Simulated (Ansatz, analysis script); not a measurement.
# Calculated records

**LaSi2Ru3: how near to magnetism**

It takes space group P6_3/m (No. 176, hexagonal). Conventional cell: a = 5.676 Å, b = 5.676 Å, c = 7.120 Å, α = 90.00°, β = 90.00°, γ = 120.00°. La has 6 Si at 3.28 Å and 12 Ru at 3.28 to 3.42 Å and 2 La at 3.56 Å nearest. Nearest to Si lie 6 Ru at 2.39 to 2.45 Å and 3 La at 3.28 Å and 3 Si at 3.28 Å. Ru has 4 Si at 2.39 to 2.45 Å and 4 Ru at 2.76 to 2.93 Å and 4 La at 3.28 to 3.42 Å nearest. Farther neighbours are not listed.

```xyz
12
Lattice="5.6760 0.0000 0.0000 -2.8380 4.9156 0.0000 0.0000 0.0000 7.1200" Properties=species:S:1:pos:R:3 pbc="T T T"
La    0.0000    0.0000    0.0000
La    0.0000    0.0000    3.5600
Si    0.0000    3.2770    0.0000
Si    2.8380    1.6385    3.5600
Si    2.8380    1.6385    0.0000
Si    0.0000    3.2770    3.5600
Ru   -0.0851    4.8664    1.7800
Ru    1.4190    2.3595    5.3400
Ru   -1.3339    2.4086    1.7800
Ru    2.9231    0.0492    5.3400
Ru    1.4190    2.5561    1.7800
Ru    4.1719    2.5069    5.3400
```

```
method                                             : PBEsol, PAW set soft_1 (files made for PBE); collinear runs at fixed total moment and in a field on the spins (and 4 further levels or steps)
program                                            : Ansatz 0.2.0 and analysis script 1
settings of one run                                : cutoff 420 eV, 8×8×6 k-mesh, Fermi-Dirac occupations, smearing width 0.05 eV
cost                                               : 17 runs, 56 min in all on 2 threads of Arm Neoverse V1, shared host (the runs of this entry)
notes                                              : In doubt: the program’s search for lower states was switched off, so a lower magnetic state than those reached may exist.
state of the free run                              : non-magnetic
net moment of the free run                         : 0 μB
energy of the free run from the state without spin : 0 meV a cell
lowest of the fixed moments tried                  : M = 0 μB, 0 meV
dM/dB between 0 and 300 T                          : 1.11 μB a cell per 1000 T
```

From parallel starts in this cell no moment survives, so no ferromagnetic state is found at this level (opposed orders were not tried), and it is far: a cell moment of 3 μB costs 266 meV. E(M) is lowest at M = 0 and costs 3767 meV at 9 μB.

[Logs and program files are shortened in this print: banners, set-up blocks, solver, clock and traceback lines can be left out without a mark of their own.]

[Logs are printed without paths, hosts, clocks, repeated set-up lines and the standing remarks that a program may print on its own settings, such as how far it seeks lower states.]

[Hosts, paths, dates, database ids (printed as entryN), source tags and the programs' standing remarks are cut or masked in the printed files.]
